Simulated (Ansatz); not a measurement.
# Li on W(110): change of the work function

Aim: the work function of W(110) at several coverages of Li (longbridge site), and the dipole that each adsorbate carries.

Main program and level: Ansatz 0.2.0; plane-wave DFT, PBE, Ansatz PAW.

## 1. The starting structure

The cell holds 4 atoms: 4 W. Cell: a = 2.737 Å, b = 2.737 Å, c = 24.703 Å, α = 90.0°, β = 90.0°, γ = 70.5°. Vacuum lies along c.

## 2. The clean slab

The bare slab comes first, as the zero from which every change is counted. The two lowest layers are held at bulk places and the upper ones relax. The dipole correction removes the false field that a one-sided slab makes across the periodic vacuum, so each face gets a flat vacuum level of its own.

input.yaml

```yaml
crystal:
  lattice:
    - [2.2344574285, -1.58, 0.0]
    - [2.2344574285, 1.58, 0.0]
    - [0.0, 0.0, 24.7033722856]
  atoms:
    - { symbol: W, position: [0.0, 0.0, 0.3643227287] }
    - { symbol: W, position: [0.5, 0.5, 0.4547742429] }
    - { symbol: W, position: [0.0, 0.0, 0.5452257571] }
    - { symbol: W, position: [0.5, 0.5, 0.6356772713] }
kpoints:
  mp_grid: { grid: [12, 12, 1] }
hamiltonian:
  xc: pbe
scf:
  occupations: { method: fermi_dirac, width: 0.1 }
  convergence: { dr2_threshold: 1.0e-08 }
efield:
  axis: 3
  dipole_correction: true
  ramp_position: 0.97
  ramp_width: 0.06
relax:
  f_tol: 0.02
  max_steps: 60
  constraints: [{ sites: [0, 1] }]
output:
  write_potential: true
  write_density: true
  volumetric_format: npy
```

Started as:

```console
ansatz run input.yaml --threads 4 --pin off --max-ram 6144MiB --backend cpu --events-out ev --progress --plain --runs-dir out
```

What it wrote:

```text
Engine: ansatz 0.2.0, aarch64-unknown-linux-gnu
Pseudopotentials: kind: paw
Pseudopotential: W, paw, valence charge 14, recommended cutoff 420 eV (normal), W.paw.azcp
Functional definition: PBE
  parameter kappa = 0.804
  parameter beta = 0.066725
  exchange = pbe_x(kappa = kappa, mu = beta*pi^2/3)
  correlation = pbe_c(beta = beta)
Crystal: 4 atoms, lattice volume = 174.428 Å³
Basis set: ecut = 420 eV, 3461 PW (Γ), exchange–correlation on 40×40×360 points (8 copies of the dense FFT grid, shifted against one another)
Bands: 34, of which v1, the nominal top of the filled ones, is band 28 counted from 1 (27 counted from 0)
Symmetry: 4 space group operations
k-points: 43 of 144
Non-local potential: W, projectors of the file, l = 0: 3, l = 1: 2, l = 2: 2, l = 3: 1
PAW form: soft (Blöchl's): semilocal exchange-correlation on the pseudo side does not see the compensation charge
PAW one-centre angular grid: W, 590 points (default); XC on 64 Gauss nodes
Initial density: superposition of atomic densities (neutral atoms: chi_scale 0, normalization atom), corrected by the library's trained network
Initial wavefunctions: pseudopotential atomic-orbital guess
Functional: x = pbe(κ = 0.804, μ = 0.219515), c = pbe(β = 0.066725)
SCF iter   1: F=—  HF=-41536.547941 eV  |F-HF|=—  |Δ(HF+E_count)|=         —  Δρ=9.69e-3  dr2=1.99e0  ethr=1.77e-3  p=0.000 e·Å  D=4.83e-14 V/Å  ΔV_dip=-0.00 eV  dr2_dipole=2.75e-7  V_vac-E_F(+/−)=5.06/5.06 eV  ⟨swp⟩=7.9  Hψ=15776  notcnv=0  defer=16
efield: sawtooth ramp at fractional position 0.9700 (set: `efield.ramp_position`, or a place that a band, a saddle search or an elastic batch's reference lends), width 0.0600; the density the first Hamiltonian is built on has a dipole p = 0.000 e·Å; the dipole correction subtracts the counter field D = 4.83e-14 V/Å, which shifts the + side's vacuum level by -0.00 eV against the − side's; the planar-averaged density in the ramp window peaks in size at 1.1e-5 e/Å³
automatic band count: the SCF goes on with 40 bands, as 34 were too few: the levels above may hold too much charge
preconditioner: auto → LDOS  [metal: Δε(μ)=0.044 eV  Ē_g=6.098 eV  σ=0.100 eV  W_gap=0.11  n_scr=16 (ndim 8)  ℏωp=13.8 eV  f_vac=0.562  D(μ)=3.18/eV (n_scr^D=14)  β→1.0]
SCF iter   2: F=—  HF=-41536.463453 eV  |F-HF|=—  |Δ(HF+E_count)|=   8.45e-2  Δρ=3.80e-3  dr2=1.53e-1  ethr=1.77e-3  p=-0.000 e·Å  D=-1.41e-5 V/Å  ΔV_dip=0.00 eV  dr2_dipole=9.41e-8  V_vac-E_F(+/−)=4.91/4.91 eV  ⟨swp⟩=2.0  Hψ=2409  notcnv=0  defer=46
SCF iter   3: F=—  HF=-41536.454051 eV  |F-HF|=—  |Δ(HF+E_count)|=   9.40e-3  Δρ=7.33e-4  dr2=4.77e-3  ethr=2.73e-4  p=-0.000 e·Å  D=-5.84e-6 V/Å  ΔV_dip=0.00 eV  dr2_dipole=2.39e-8  V_vac-E_F(+/−)=4.90/4.90 eV  ⟨swp⟩=1.9  Hψ=2195  notcnv=0  defer=48
SCF iter   4: F=—  HF=-41536.453642 eV  |F-HF|=—  |Δ(HF+E_count)|=   4.09e-4  Δρ=2.26e-4  dr2=2.83e-4  ethr=8.51e-6  p=-0.000 e·Å  D=-2.80e-6 V/Å  ΔV_dip=0.00 eV  dr2_dipole=3.72e-9  V_vac-E_F(+/−)=4.90/4.90 eV  ⟨swp⟩=2.2  Hψ=2210  notcnv=0  defer=48
SCF iter   5: F=—  HF=-41536.453616 eV  |F-HF|=—  |Δ(HF+E_count)|=   2.57e-5  Δρ=8.21e-5  dr2=9.88e-6  ethr=5.05e-7  p=-0.000 e·Å  D=-1.58e-6 V/Å  ΔV_dip=0.00 eV  dr2_dipole=4.44e-10  V_vac-E_F(+/−)=4.90/4.90 eV  ⟨swp⟩=2.8  Hψ=2489  notcnv=0  defer=48
SCF iter   6: F=—  HF=-41536.453677 eV  |F-HF|=—  |Δ(HF+E_count)|=   6.09e-5  Δρ=1.85e-5  dr2=1.78e-6  ethr=1.76e-8  p=-0.000 e·Å  D=-3.96e-7 V/Å  ΔV_dip=0.00 eV  dr2_dipole=1.10e-14  V_vac-E_F(+/−)=4.90/4.90 eV  ⟨swp⟩=3.0  Hψ=2816  notcnv=0  defer=46
SCF iter   7: F=—  HF=-41536.453677 eV  |F-HF|=—  |Δ(HF+E_count)|=   1.78e-7  Δρ=5.89e-6  dr2=9.96e-8  ethr=3.18e-9  p=-0.000 e·Å  D=-1.01e-7 V/Å  ΔV_dip=0.00 eV  dr2_dipole=1.15e-12  V_vac-E_F(+/−)=4.90/4.90 eV  ⟨swp⟩=2.1  Hψ=2209  notcnv=0  defer=46
SCF iter   8: F=—  HF=-41536.453677 eV  |F-HF|=—  |Δ(HF+E_count)|=   1.72e-7  Δρ=2.09e-6  dr2=1.13e-8  ethr=1.79e-11  p=-0.000 e·Å  D=-5.65e-8 V/Å  ΔV_dip=0.00 eV  dr2_dipole=6.97e-14  V_vac-E_F(+/−)=4.90/4.90 eV  ⟨swp⟩=12.3  Hψ=12536  notcnv=0
SCF iter   9: F=-41536.453677 eV  HF=-41536.453677 eV  |F-HF|=2.90e-9  |Δ(HF+E_count)|=   2.45e-9  Δρ=6.34e-7  dr2=1.02e-9  ethr=1.79e-11  p=-0.000 e·Å  D=-1.55e-8 V/Å  ΔV_dip=0.00 eV  dr2_dipole=4.30e-15  V_vac-E_F(+/−)=4.90/4.90 eV  ⟨swp⟩=10.8  Hψ=10717  notcnv=0
SCF 1 converged in 9 iterations: F = -41536.453677 eV  dr2 = 1.02e-9
  greatest PAW one-centre occupation: 1.000 electrons in one spin orbital (limit 2), on the W atom at site 0 (counted from 0), in its partial waves of l = 0
relax step   1: F+E_penalty+E_count = -41536.45367728 eV  Δ(F+E_penalty+E_count) = +0.000e0 eV  max|allowed force component| = 6.535e-1 eV/Å  Δτ_max = 0.0000 Å  (9 SCF iters, accepted)
Bands: 40, of which v1, the nominal top of the filled ones, is band 28 counted from 1 (27 counted from 0)
Initial density: handed on by an earlier stage of this run
Initial wavefunctions: those handed on with the density
iter 1 solved again at ethr=9.58e-4 eV; its pass at ethr=3.10e-3 eV (dr2=5.36e-1 eV) is discarded
SCF iter   1: F=—  HF=-41536.451060 eV  |F-HF|=—  |Δ(HF+E_count)|=         —  Δρ=7.55e-3  dr2=5.51e-1  ethr=9.58e-4  p=-0.000 e·Å  D=-4.98e-7 V/Å  ΔV_dip=0.00 eV  dr2_dipole=8.25e-2  V_vac-E_F(+/−)=4.92/4.92 eV  ⟨swp⟩=1.6  Hψ=6453  notcnv=0  defer=49
efield: sawtooth ramp at fractional position 0.9700 (set: `efield.ramp_position`, or a place that a band, a saddle search or an elastic batch's reference lends), width 0.0600; the density the first Hamiltonian is built on has a dipole p = -0.000 e·Å; the dipole correction subtracts the counter field D = -4.98e-7 V/Å, which shifts the + side's vacuum level by +0.00 eV against the − side's; the planar-averaged density in the ramp window peaks in size at 4.2e-6 e/Å³
preconditioner: auto → LDOS  [metal: Δε(μ)=0.008 eV  Ē_g=6.108 eV  σ=0.100 eV  W_gap=0.02  n_scr=16 (ndim 8)  ℏωp=13.8 eV  f_vac=0.561  D(μ)=3.03/eV (n_scr^D=12)  β→1.0]
SCF iter   2: F=—  HF=-41536.439067 eV  |F-HF|=—  |Δ(HF+E_count)|=   1.20e-2  Δρ=5.12e-3  dr2=1.98e-1  ethr=9.58e-4  p=0.007 e·Å  D=7.37e-3 V/Å  ΔV_dip=-0.18 eV  dr2_dipole=2.51e-3  V_vac-E_F(+/−)=4.72/4.90 eV  ⟨swp⟩=2.7  Hψ=2768  notcnv=0  defer=49
SCF iter   3: F=—  HF=-41536.411540 eV  |F-HF|=—  |Δ(HF+E_count)|=   2.75e-2  Δρ=1.14e-3  dr2=8.39e-3  ethr=3.53e-4  p=0.005 e·Å  D=5.11e-3 V/Å  ΔV_dip=-0.13 eV  dr2_dipole=6.86e-5  V_vac-E_F(+/−)=4.79/4.91 eV  ⟨swp⟩=2.4  Hψ=2949  notcnv=0  defer=49
[...]
SCF iter   3: F=—  HF=-41536.467263 eV  |F-HF|=—  |Δ(HF+E_count)|=   1.04e-2  Δρ=8.47e-4  dr2=5.12e-3  ethr=1.42e-4  p=0.004 e·Å  D=4.30e-3 V/Å  ΔV_dip=-0.11 eV  dr2_dipole=4.39e-5  V_vac-E_F(+/−)=4.79/4.90 eV  ⟨swp⟩=2.6  Hψ=3087  notcnv=0  defer=49
SCF iter   4: F=—  HF=-41536.466247 eV  |F-HF|=—  |Δ(HF+E_count)|=   1.02e-3  Δρ=1.79e-4  dr2=1.18e-4  ethr=9.14e-6  p=0.004 e·Å  D=3.68e-3 V/Å  ΔV_dip=-0.09 eV  dr2_dipole=5.74e-7  V_vac-E_F(+/−)=4.81/4.90 eV  ⟨swp⟩=2.5  Hψ=2483  notcnv=0  defer=49
SCF iter   5: F=—  HF=-41536.466260 eV  |F-HF|=—  |Δ(HF+E_count)|=   1.35e-5  Δρ=5.43e-5  dr2=8.97e-6  ethr=2.11e-7  p=0.003 e·Å  D=3.19e-3 V/Å  ΔV_dip=-0.08 eV  dr2_dipole=8.65e-7  V_vac-E_F(+/−)=4.82/4.90 eV  ⟨swp⟩=2.2  Hψ=2723  notcnv=0  defer=49
SCF iter   6: F=—  HF=-41536.466316 eV  |F-HF|=—  |Δ(HF+E_count)|=   5.58e-5  Δρ=1.68e-5  dr2=2.41e-6  ethr=1.60e-8  p=0.003 e·Å  D=2.93e-3 V/Å  ΔV_dip=-0.07 eV  dr2_dipole=2.53e-8  V_vac-E_F(+/−)=4.83/4.90 eV  ⟨swp⟩=2.8  Hψ=3011  notcnv=0  defer=49
SCF iter   7: F=—  HF=-41536.466316 eV  |F-HF|=—  |Δ(HF+E_count)|=   9.87e-8  Δρ=6.68e-6  dr2=1.22e-7  ethr=4.30e-9  p=0.003 e·Å  D=2.81e-3 V/Å  ΔV_dip=-0.07 eV  dr2_dipole=1.60e-9  V_vac-E_F(+/−)=4.83/4.90 eV  ⟨swp⟩=2.0  Hψ=2145  notcnv=0  defer=49
SCF iter   8: F=—  HF=-41536.466316 eV  |F-HF|=—  |Δ(HF+E_count)|=   1.35e-7  Δρ=2.67e-6  dr2=2.96e-8  ethr=2.18e-10  p=0.003 e·Å  D=2.77e-3 V/Å  ΔV_dip=-0.07 eV  dr2_dipole=8.00e-10  V_vac-E_F(+/−)=4.83/4.90 eV  ⟨swp⟩=3.0  Hψ=3071  notcnv=0  defer=49
SCF iter   9: F=-41536.466316 eV  HF=-41536.466316 eV  |F-HF|=3.74e-9  |Δ(HF+E_count)|=   1.98e-8  Δρ=7.34e-7  dr2=1.32e-9  ethr=1.79e-11  p=0.003 e·Å  D=2.76e-3 V/Å  ΔV_dip=-0.07 eV  dr2_dipole=5.96e-13  V_vac-E_F(+/−)=4.83/4.90 eV  ⟨swp⟩=11.1  Hψ=11214  notcnv=0
SCF 3 converged in 9 iterations: F = -41536.466316 eV  dr2 = 1.32e-9
relax step   3: F+E_penalty+E_count = -41536.46631625 eV  Δ(F+E_penalty+E_count) = -1.264e-2 eV  max|allowed force component| = 9.000e-2 eV/Å  Δτ_max = 0.0345 Å  (9 SCF iters, accepted)
SCF iter   1: F=—  HF=-41536.467006 eV  |F-HF|=—  |Δ(HF+E_count)|=         —  Δρ=7.95e-4  dr2=4.51e-3  ethr=1.73e-4  p=0.003 e·Å  D=2.76e-3 V/Å  ΔV_dip=-0.07 eV  dr2_dipole=5.29e-4  V_vac-E_F(+/−)=4.83/4.90 eV  ⟨swp⟩=2.1  Hψ=2956  notcnv=0  defer=49
efield: sawtooth ramp at fractional position 0.9700 (set: `efield.ramp_position`, or a place that a band, a saddle search or an elastic batch's reference lends), width 0.0600; the density the first Hamiltonian is built on has a dipole p = 0.003 e·Å; the dipole correction subtracts the counter field D = 2.76e-3 V/Å, which shifts the + side's vacuum level by -0.07 eV against the − side's; the planar-averaged density in the ramp window peaks in size at 2.5e-6 e/Å³
preconditioner: auto → LDOS  [metal: Δε(μ)=0.042 eV  Ē_g=6.069 eV  σ=0.100 eV  W_gap=0.10  n_scr=16 (ndim 8)  ℏωp=13.8 eV  f_vac=0.561  D(μ)=3.08/eV (n_scr^D=14)  β→1.0]
SCF iter   2: F=—  HF=-41536.466782 eV  |F-HF|=—  |Δ(HF+E_count)|=   2.25e-4  Δρ=3.58e-4  dr2=1.22e-3  ethr=8.05e-6  p=0.002 e·Å  D=2.05e-3 V/Å  ΔV_dip=-0.05 eV  dr2_dipole=4.65e-5  V_vac-E_F(+/−)=4.85/4.90 eV  ⟨swp⟩=2.0  Hψ=2582  notcnv=0  defer=49
SCF iter   3: F=—  HF=-41536.466693 eV  |F-HF|=—  |Δ(HF+E_count)|=   8.84e-5  Δρ=1.37e-4  dr2=1.44e-4  ethr=2.17e-6  p=0.002 e·Å  D=2.31e-3 V/Å  ΔV_dip=-0.06 eV  dr2_dipole=1.26e-5  V_vac-E_F(+/−)=4.84/4.90 eV  ⟨swp⟩=2.0  Hψ=2277  notcnv=0  defer=49
SCF iter   4: F=—  HF=-41536.466668 eV  |F-HF|=—  |Δ(HF+E_count)|=   2.55e-5  Δρ=3.26e-5  dr2=6.82e-6  ethr=2.57e-7  p=0.002 e·Å  D=2.20e-3 V/Å  ΔV_dip=-0.05 eV  dr2_dipole=8.20e-7  V_vac-E_F(+/−)=4.84/4.90 eV  ⟨swp⟩=3.4  Hψ=3097  notcnv=0  defer=49
SCF iter   5: F=—  HF=-41536.466723 eV  |F-HF|=—  |Δ(HF+E_count)|=   5.51e-5  Δρ=1.10e-5  dr2=2.53e-7  ethr=1.22e-8  p=0.002 e·Å  D=2.19e-3 V/Å  ΔV_dip=-0.05 eV  dr2_dipole=5.43e-9  V_vac-E_F(+/−)=4.84/4.90 eV  ⟨swp⟩=2.5  Hψ=2375  notcnv=0  defer=49
SCF iter   6: F=—  HF=-41536.466723 eV  |F-HF|=—  |Δ(HF+E_count)|=   2.64e-7  Δρ=4.53e-6  dr2=3.51e-8  ethr=4.52e-10  p=0.002 e·Å  D=2.20e-3 V/Å  ΔV_dip=-0.05 eV  dr2_dipole=1.68e-10  V_vac-E_F(+/−)=4.84/4.90 eV  ⟨swp⟩=2.8  Hψ=3016  notcnv=0  defer=49
SCF iter   7: F=-41536.466723 eV  HF=-41536.466723 eV  |F-HF|=5.69e-9  |Δ(HF+E_count)|=   7.88e-8  Δρ=1.73e-6  dr2=9.35e-9  ethr=1.79e-11  p=0.002 e·Å  D=2.20e-3 V/Å  ΔV_dip=-0.05 eV  dr2_dipole=1.03e-12  V_vac-E_F(+/−)=4.84/4.90 eV  ⟨swp⟩=11.5  Hψ=11409  notcnv=0
SCF 4 converged in 7 iterations: F = -41536.466723 eV  dr2 = 9.35e-9
relax step   4: F+E_penalty+E_count = -41536.46672319 eV  Δ(F+E_penalty+E_count) = -4.069e-4 eV  max|allowed force component| = 1.129e-2 eV/Å  Δτ_max = 0.0139 Å  (7 SCF iters, accepted)
NSCF: frozen V_eff on 43 k-points
the band table was solved once a step of the walk had ended and its energy, with any forces and stress, was formed, with the checks that follow a solve (9071 applications of the Hamiltonian). They found nothing against the state; the energy, forces and stress were not computed again (output.eigenvalues in the input reference)
WARN: The output density's exchange-correlation potential varies sharply where the density is thin. Do not read a vacuum level from v_tot or v_xc, or from such a field of the output density. On a cell that repeats whose density bears no net charge and no dipole along the vacuum's axis use v_es (v_loc + v_h of the components); under efield.dipole_correction with no amplitude use v_es + v_field, which holds any externa [...]
SCF converged after 7 iterations
Free energy (F): -41536.466723 eV
Harris-Foulkes:  -41536.466723 eV  (|F-HF|=5.69e-9)
Internal energy: -41536.366955 eV  (E = F + TS)
E sigma→0 (E₀):  -41536.416839 eV
Entropy (-TS):   -0.099768 eV (-24.942 meV/atom)
Fermi energy:    5.203880 eV
Dipole field:    D = 0.002197 V/Å  (p = 0.002118 e·Å, saw-weighted, corrected)
Work function:   Φ+ = 4.8447 eV   Φ− = 4.8989 eV
Levels:          The Fermi level and band energies are counted from a zero that moves with the ramp; work functions are not
--- Per-component energies (eV) ---
  E_band       = -1291.057248
  E_kinetic    = 1792.505388
  E_local      = -71121.558076  (includes V_loc(G=0)·N_el)
  E_nonlocal   = 4.576205
  E_hartree    = 34741.224890
  E_xc         = -1063.352008
  E_vxc        = -949.335306  (∫ρ·V_xc dr)
  E_paw        = -34249.938995  (= ΣΔE_a)
  E_vpaw       = -499.704010  (= ΣTr[D̂ρ^β])
  E_aug_tail   = -0.000235  (compensation charges beyond the density's cutoff)
  E_efield     = 0.000002  (sawtooth field / dipole correction)
  E_vefield    = -0.001025  (∫n·V_field dr)
  E_ewald      = 28360.175874
  E_smearing   = -0.099768  (= −TS)
  E_closure    = -0.000000  (closes the sum)
  Σ components = -41536.466723   (vs F -41536.466723, Δ=0.00e0)
--- Forces (eV/Å), atoms counted from 1 ---
  atom   1  W      0.00000000     0.00000000     0.36117714
  atom   2  W      0.00000000    -0.00000000    -0.34159757
  atom   3  W      0.00000000    -0.00000000    -0.00830034
  atom   4  W      0.00000000    -0.00000000    -0.01129449
  max |Σ_I F_I| component: 1.53e-5 eV/Å
--- Band table (eV; the first three rows and the last of 43) ---
  k-point 0: bands = [... 24 lower, 3.7540, 3.7892, 3.9762, 4.5401, 4.8127, 5.7605, 6.0199, 6.9297, ... 8 higher]
  k-point 1: bands = [... 24 lower, 3.5720, 3.7614, 4.1231, 4.4811, 4.8136, 5.3411, 6.2452, 6.7515, ... 8 higher]
  k-point 2: bands = [... 24 lower, 3.3977, 3.5331, 3.9616, 4.3822, 4.9156, 5.2947, 6.6226, 6.6532, ... 8 higher]
  k-point 42: bands = [... 24 lower, 3.7933, 5.7375, 5.8442, 6.2645, 6.3571, 6.8712, 7.2505, 8.8378, ... 8 higher]
--- Relaxed structure (4 steps of the walk, 3 accepted, 0 SCFs on fresh bases) ---
  F+E_penalty+E_count = -41536.46672319 eV   max|allowed force component| = 1.129e-2 eV/Å
  atoms:
    - { symbol: W, position: [0.0, 0.0, 0.3643227287] }
    - { symbol: W, position: [0.5, 0.5, 0.4547742429] }
    - { symbol: W, position: [-6.653931e-19, 6.653931e-19, 0.546759] }
    - { symbol: W, position: [0.5, 0.5, 0.635499] }
```

Run time: 27 s. Hardware: 4 threads of Arm Neoverse V1, shared host; peak memory 0.59 GiB.

Step by step:

```
step  energy less that of the first step (eV)  largest force component (eV/Å)
   1                                   0.0000                          0.6535
   2                                   0.0440                          1.3654
   3                                  -0.0126                          0.0900
   4                                  -0.0130                          0.0113
```

Relaxation step 2 was tried and not accepted.

The run keeps the 4 symmetry operations that the program found, so distortions that break them were not tested.

The atoms that moved most (Å):

```
atom     dx     dy     dz  length
  W3  0.000  0.000  0.038   0.038
```

Final coordinates:

```xyz
4
Lattice="2.2345 -1.5800 0.0000 2.2345 1.5800 0.0000 0.0000 0.0000 24.7034" Properties=species:S:1:pos:R:3
W     0.0000    0.0000    9.0000
W     2.2345    0.0000   11.2345
W     0.0000    0.0000   13.5068
W     2.2345    0.0000   15.6990
```

Read from the output:

```
energy at zero smearing        : -41536.4168 eV
work function, upper face      : 4.845 eV
work function, lower face      : 4.899 eV
dipole along the normal        : 0.002118 e·Å
step between the vacuum levels : -0.05428 eV
```

Running mean over 2.234 Å of the planar mean; the ramp of the sawtooth is left out. Electron's electrostatic potential energy less the Fermi level against z:

z (Å), electron's electrostatic potential energy less the Fermi level (eV) and a bar from the least value:
```
      3.5        4.9 ##############################
      4.0        4.9 ##############################
      4.5        4.9 ##############################
      5.0        4.9 ##############################
      5.5        4.9 ##############################
      6.0        4.8 ##############################
      6.5        4.4 #############################
      7.0        3.3 ###########################
      7.5       -0.1 ######################
      8.0       -5.8 ############
      8.5      -10.5 ####
      9.0      -12.2 #
      9.5      -12.5 #
     10.0      -12.6 #
     10.5      -12.7 #
     11.0      -12.7 #
     11.5      -12.7 #
     12.0      -12.5 #
     12.5      -12.4 #
     13.0      -12.6 #
     13.5      -12.8 
     14.0      -13.0 
     14.5      -13.1 
     15.0      -12.9 
     15.5      -12.5 #
     16.0      -11.5 ###
     16.5       -8.0 #########
     17.0       -2.3 ##################
     17.5        2.2 ##########################
     18.0        4.1 #############################
     18.5        4.6 ##############################
     19.0        4.8 ##############################
     19.5        4.8 ##############################
     20.0        4.8 ##############################
     20.5        4.8 ##############################
     21.0        4.8 ##############################
     21.5        4.8 ##############################
```

The relaxation took 4 steps and lowered the energy by 0.013 eV; the largest force on the free atoms ends at 0.011 eV/Å.

The work function of the upper face is 4.84 eV.

(Continued in part 2 of 5.)

[Long decimals in the printed logs are rounded to 6 places.]

[Logs are printed without paths, hosts, clocks, repeated set-up lines and the standing remarks that a program may print on its own settings, such as how far it seeks lower states.]

[Hosts, paths, dates, database ids (printed as entryN), source tags and the programs' standing remarks are cut or masked in the printed files.]

[Maps of the electrostatic potential energy from Ansatz leave out the sawtooth potential of an applied field or a dipole correction, so their vacuum need not be flat; planar profiles and work functions include it.]
